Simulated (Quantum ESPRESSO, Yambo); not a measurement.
A convergence test on PtS2 (1T monolayer).

The cell holds 3 atoms: 1 Pt and 2 S. Its edges and angles: a = 3.574 Å, b = 3.574 Å, c = 15.000 Å, α = 90.0°, β = 90.0°, γ = 120.0°. It derives from  ([{'formula': 'PtS2', 'spacegroup': 164, 'source': 'prototype of the bulk crystal'}]). Vacuum lies along c.

```xyz
3
Lattice="3.5735 0.0000 0.0000 -1.7868 3.0948 0.0000 0.0000 0.0000 15.0000" Properties=species:S:1:pos:R:3
Pt    0.0000    0.0000    7.5000
S     0.0000    2.0632    8.7279
S     1.7868    1.0316    6.2721
```

The structure was relaxed with PBE. The runs that relaxed it are not among those shown. Spin-orbit coupling is left out unless a run names it.

Program: Yambo 5.3.0; PBE start, 6×6×1 mesh, Godby-Needs plasmon pole.

| bands | screening cutoff (eV) | gap on the mesh (eV) |
| --- | --- | --- |
| 96 | 81.6 | 3.253 |
| 336 | 81.6 | 3.217 |
| 96 | 136.1 | 3.292 |

If the two steps added up, what gap would 336 bands at 136.1 eV give? Do they add up?

From the first row, the second adds −0.036 eV and the third +0.039 eV, so the sum predicts 3.253 −0.036 +0.039 = 3.256 eV. The run gave 3.256 eV, +0.000 eV from that. The steps nearly add up here.

Limits: not at the basis limit; no spin polarisation; d states lean on the start; no spin-orbit coupling.

[Paths, hosts, dates, memory and timing lines, banners, echoed tables and standing remarks are left out of the program output.]

[Logs are printed without paths, hosts, clocks, repeated set-up lines and the standing remarks that a program may print on its own settings, such as how far it seeks lower states.]

[Runs of the session that timed out or met a known fault of the program may be left out.]

[Hosts, paths, dates, database ids (printed as entryN), source tags and the programs' standing remarks are cut or masked in the printed files.]
